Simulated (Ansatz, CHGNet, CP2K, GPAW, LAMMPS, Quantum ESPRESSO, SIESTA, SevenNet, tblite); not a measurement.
## Running glassy 40SiO2-28Al2O3-16Li2O-16SrO (mol %) (85 atoms) with tblite

Wanted: tblite inputs and outputs for glassy 40SiO2-28Al2O3-16Li2O-16SrO (mol %) (85 atoms), checked against a plane-wave reference.

Calculated with tblite 0.8.0; the method is named at each step.

### 1. The structure

The cell holds 85 atoms: 10 Si, 14 Al, 8 Li, 4 Sr and 49 O. Cell: a = 10.152 Å, b = 10.152 Å, c = 10.152 Å, α = 90.0°, β = 90.0°, γ = 90.0°. 85 atoms (10 Si, 14 Al, 8 Li, 4 Sr, 49 O) placed at random at 2.93 g/cm³, melted at 4000 K for 10 ps at fixed volume with the Morse and Coulomb pair potential with partial charges (Pedone, Malavasi, Menziani, Cormack and Segre, J. Phys. Chem. B 110, 11780 (2006)). Quenched from 4000 K to 300 K at 6 K/ps and fixed volume, held 5 ps, then minimised at fixed cell.

The yardstick, on the same geometry:

```
method                                           : Kohn-Sham DFT, PBE, PAW, plane waves (Ansatz 0.2.0); cutoff 420 eV, Γ point, fermi-dirac smearing of 0.05 eV; PAW set soft_2
r.m.s. force component                           : 0.7358 eV/Å
longest force                                    : 2.917 eV/Å
pressure                                         : 4.29 GPa
gap (highest filled to lowest empty level) : 3.667 eV
SCF cycles                                       : 9
time                                             : 5.9 s on 8 threads of Arm Neoverse V2, shared host
CPU time                                         : 41 s
```

### 2. IPEA1-xTB

Method: IPEA1-xTB tight binding, diagonalisation.

run.py reads:

```python
import numpy as np
from ase.io import read
from tblite.ase import TBLite

atoms = read("structure.xyz")
atoms.calc = TBLite(method="IPEA1-xTB", electronic_temperature=580, accuracy=1.0, max_iterations=250, mixer_damping=0.4, verbosity=1)
energy = atoms.get_potential_energy()
forces = atoms.get_forces()
print(f"energy {energy:.6f} eV")
print("forces (eV/A)")
for i, (a, f) in enumerate(zip(atoms, forces)):
    print(f"{i:4d} {a.symbol:2s} {f[0]:10.5f} {f[1]:10.5f} {f[2]:10.5f}")
stress = -atoms.get_stress(voigt=False) * 160.21766
print("stress (GPa, compression positive)")
for row in stress:
    print(" ".join(f"{x:10.4f}" for x in row))
print("charges (e)")
print(np.array2string(atoms.get_charges(), precision=4, suppress_small=True, max_line_width=110, threshold=100000))
```

structure.xyz reads:

```xyz
85
Lattice="10.15170 0.00000 0.00000 0.00000 10.15170 0.00000 0.00000 0.00000 10.15170" Properties=species:S:1:pos:R:3 pbc="T T T"
Si 7.68545 3.29270 7.52860
Si 1.20562 2.93547 6.73068
Si 1.94263 4.67283 1.59026
Si 2.74411 1.22765 8.85137
Si 9.21632 2.13145 2.56635
Si 0.87863 7.43856 8.61930
Si 10.15119 8.09060 2.92247
Si 7.20882 6.08919 6.74885
Si 5.00946 3.45117 9.31500
Si 6.00422 6.84214 2.58635
Al 9.57305 4.74612 9.61792
Al 3.08074 4.13712 4.56380
Al 6.96457 6.42988 9.93222
Al 4.78318 1.68346 3.87815
Al 6.50125 1.59605 1.14075
Al 8.59585 5.26345 2.19003
Al 5.74698 9.57762 5.93458
Al 4.47243 6.77372 5.19534
Al 2.27611 1.76193 1.82568
Al 3.78070 6.43486 9.83649
Al 9.53214 8.32054 6.09985
Al 7.40648 9.74898 3.22164
Al 8.79797 1.18734 5.59511
Al 6.04077 9.06171 9.25855
Li 2.45752 5.69114 7.24730
Li 2.66797 6.89605 2.89060
Li 9.09724 8.16582 0.53784
Li 1.11760 9.66614 0.89680
Li 4.66745 4.04474 1.96019
Li 3.75877 8.35099 7.80818
Li 5.56729 1.43880 7.29501
Li 6.25304 4.56867 4.47081
Sr 2.28880 9.98694 5.54699
Sr 9.09552 0.58230 8.92284
Sr 4.02627 9.24180 1.58803
Sr 10.03140 5.28924 5.02205
O 7.12822 9.46473 4.89982
O 2.80725 5.95661 1.14755
O 4.63466 6.76235 3.42529
O 7.16202 5.85550 3.12297
O 9.48768 9.99496 6.39821
O 8.66265 1.26947 3.83785
O 8.16694 5.31827 0.51337
O 0.01259 8.07629 4.49720
O 6.23071 3.28326 8.24572
O 2.39925 0.88228 0.26628
O 3.25575 5.61267 5.46243
O 1.51281 1.97268 8.01862
O 0.63489 4.45254 0.72158
O 4.40594 8.39292 5.71632
O 5.67226 3.04104 0.60464
O 8.81878 3.44772 8.65595
O 0.59702 1.78132 2.27165
O 8.98537 3.71430 2.86745
O 8.33485 7.09898 6.34187
O 2.40047 6.92417 8.79838
[... 25 atom lines left out ...]
O 5.94473 6.15010 5.81073
O 5.98697 0.34028 0.10081
O 2.41712 2.90785 5.61968
O 3.08277 10.13759 8.00248
```

Started as:

```
> OMP_NUM_THREADS=1 python run.py > output.txt
```

Output:

```text
------------------------------------------------------------
  cycle        total energy    energy error   density error
------------------------------------------------------------
      1     -267.7721034200  -2.6864013E+02   8.4695246E-01
      2     -276.5140397652  -8.7419363E+00   5.7337316E-01
      3     -273.7976317197   2.7164080E+00   4.5271086E-01
      4     -280.9837698428  -7.1861381E+00   1.6050204E-01
      5     -282.0222060811  -1.0384362E+00   9.4893752E-02
      6     -282.6355248023  -6.1331872E-01   2.2607721E-02
      7     -282.6477834211  -1.2258619E-02   1.3444502E-02
      8     -282.6517773095  -3.9938884E-03   7.0338426E-03
      9     -282.6536751533  -1.8978438E-03   3.3174754E-03
     10     -282.6541728420  -4.9768870E-04   1.1296449E-03
     11     -282.6542499825  -7.7140518E-05   3.2663479E-04
     12     -282.6542518612  -1.8787491E-06   1.9310959E-04
     13     -282.6542533262  -1.4649648E-06   6.7809619E-05
     14     -282.6542536598  -3.3360976E-07   1.9788707E-05
------------------------------------------------------------
 total:                                   5.595 sec
energy -7691.414008 eV
forces (eV/A)
   0 Si    0.06420   -0.34659    0.44314
   1 Si    0.31457   -0.94680   -1.03091
   2 Si    0.69557    0.18680    0.56835
   3 Si   -0.89963    0.26898    0.51280
   4 Si   -0.01262    0.29786   -0.39508
   5 Si    0.11241    0.58602    1.01076
   6 Si    0.69997   -0.54506   -0.97790
   7 Si   -0.22888   -0.80066   -0.21506
   8 Si    0.48399   -0.42916    0.14307
   9 Si   -0.14545   -0.27580    0.07987
  10 Al   -0.26008   -0.46601   -0.05833
  11 Al   -0.12427   -0.28966   -0.41027
  12 Al    0.20854    0.01652    0.89777
  13 Al   -0.01036    0.27419   -0.29030
  14 Al    0.13149   -0.00983   -0.04253
  15 Al   -0.14302    0.56696    0.83215
  16 Al   -0.48039   -0.53534   -0.44541
  17 Al   -0.09320    0.26745   -0.64153
  18 Al    0.01124   -0.55529   -0.26727
  19 Al   -0.09584    0.52466    0.90402
  20 Al    0.33611   -0.41867   -0.03264
  21 Al    0.14300    0.45194   -1.08922
  22 Al    0.20991    0.64482   -0.14207
  23 Al    0.03234    0.08996    0.31155
[...]
77 O    -0.69844    0.04687    0.79469
  78 O    -0.56037   -1.31922   -0.23640
  79 O    -0.84453    0.02158    0.01397
  80 O     0.06767   -1.16316   -0.18929
  81 O    -0.47286   -0.37622   -0.64668
  82 O    -0.09796   -0.39524   -0.01593
  83 O     0.97796   -1.00551   -0.49586
  84 O     0.85601   -2.11621   -1.43856
stress (GPa, compression positive)
   -1.5069    -0.7013     0.3881
   -0.7013     0.6191     1.0364
    0.3881     1.0364     0.3994
charges (e)
[ 0.3942  0.3275  0.3542  0.3674  0.38    0.3399  0.3281  0.3571  0.3897  0.3606  0.3414  0.304   0.379
  0.281   0.3371  0.3345  0.3118  0.2985  0.3113  0.2792  0.3238  0.3523  0.3683  0.293   0.498   0.5073
  0.494   0.46    0.5371  0.495   0.5519  0.5379  0.7963  0.7964  0.7276  0.814  -0.3618 -0.3022 -0.3192
 -0.3038 -0.3581 -0.2667 -0.3275 -0.2955 -0.2187 -0.2986 -0.3843 -0.2228 -0.2697 -0.3693 -0.2884 -0.2624
 -0.2866 -0.279  -0.2621 -0.3185 -0.3034 -0.3605 -0.3852 -0.3002 -0.2316 -0.3821 -0.3121 -0.3162 -0.3792
 -0.3624 -0.2853 -0.3051 -0.3862 -0.2915 -0.2773 -0.3338 -0.3667 -0.2881 -0.3491 -0.3195 -0.2239 -0.2673
 -0.2974 -0.3785 -0.3094 -0.2875 -0.3832 -0.3052 -0.3461]
```

Run time: 6.1 s. Hardware: 1 thread of Arm Neoverse V2, shared host; peak memory 0.13 GiB.

Banners, paths, timers and routine set-up lines are dropped from the logs unmarked, and long logs keep their key lines alone; longer cuts are marked.

Numbers from this run, and their distance from the reference:

```
r.m.s. force component                  : 0.7218 eV/Å
r.m.s. difference of force components   : 410.2 meV/Å
longest difference of force vectors     : 1941 meV/Å
force difference over r.m.s. force      : 55.75 %
slope of forces against the reference's : 0.8259
correlation of force components         : 0.8418
pressure                                : -0.1628 GPa
pressure difference                     : -4.453 GPa
```

Length of the force difference by element (eV/Å):

```tsv
element	atoms	mean	most
Al	14	0.80	1.9
Li	8	0.45	0.63
O	49	0.46	0.91
Si	10	1.1	1.5
Sr	4	0.74	0.95
```

Local excerpt of 10 atoms (numbers count through the whole input) about O45, whose charge lies farthest from its element's mean; x, y, z are measured from there.

```tsv
atom	x	y	z	distance (Å)	bonds	Mulliken charge (e)	Fx	Fy	Fz (eV/Å)
O45	0.00	0.00	0.00	0.00	3	-0.22	-0.61	-0.02	-0.15
Si1	1.45	0.01	-0.72	1.62	4	0.39	0.06	-0.35	0.44
Si9	-1.22	0.17	1.07	1.63	4	0.39	0.48	-0.43	0.14
Li31	-0.66	-1.84	-0.95	2.18	5	0.55	0.19	0.59	0.62
O79	1.46	-1.38	-1.49	2.50	4	-0.30	-0.56	-1.32	-0.24
O77	-2.28	-0.98	0.62	2.56	3	-0.22	0.67	0.06	-0.33
O51	-0.56	-0.24	2.51	2.58	3	-0.29	-0.24	0.66	0.50
O52	2.59	0.16	0.41	2.63	3	-0.26	0.96	-0.41	0.92
O61	1.57	1.25	-1.75	2.66	3	-0.23	0.56	0.14	-1.65
O71	-1.88	1.60	1.02	2.67	2	-0.28	-0.10	0.42	-0.33
```

Atoms are counted from 1 here, from 0 in the log.

Forces lie 56 % from the reference's, at 0.15 times its CPU time (on 1 against 8 cores).

Further runs of this program without a result: tblite GFN2-xTB (not converged).

### 3. Outcome

| Item | Value |
| --- | --- |
| force difference from the reference | tblite IPEA1-xTB, 56 % |
| its CPU time | 6.1 s |

What this shows: Tight binding differs by 56 % (tblite IPEA1-xTB); it is another model, with fitted parameters of its own, and the xTB methods hold dispersion. IPEA1-xTB was fitted to ionisation energies and electron affinities, not to forces or charges. One electronic-structure run takes under half the reference's CPU time: tblite IPEA1-xTB, at 56 % in 6.1 s against 41 s; its pressure misses by -4.5 GPa. Periodic xTB results under one method name differ between programs and library versions. The quench rate of 6 K/ps is many orders above laboratory rates, so the cell is likely richer in defects and strain than a real sample. The network of bonds at the start is that of the classical potential that made the cell, and needn't be the one that DFT or experiment would give. The reference's pressure of 4.3 GPa belongs to a cell and atoms that aren't relaxed at this level. The electronic-structure runs sample only Γ, in a cell whose shortest periodic width is 10 Å.

[Also dropped from logs without a mark: logging warnings of Python, and SIESTA's first energy breakdown and zero terms.]

[Logs are printed without paths, hosts, clocks, repeated set-up lines and the standing remarks that a program may print on its own settings, such as how far it seeks lower states.]

[Hosts, paths, dates, database ids (printed as entryN), source tags and the programs' standing remarks are cut or masked in the printed files.]
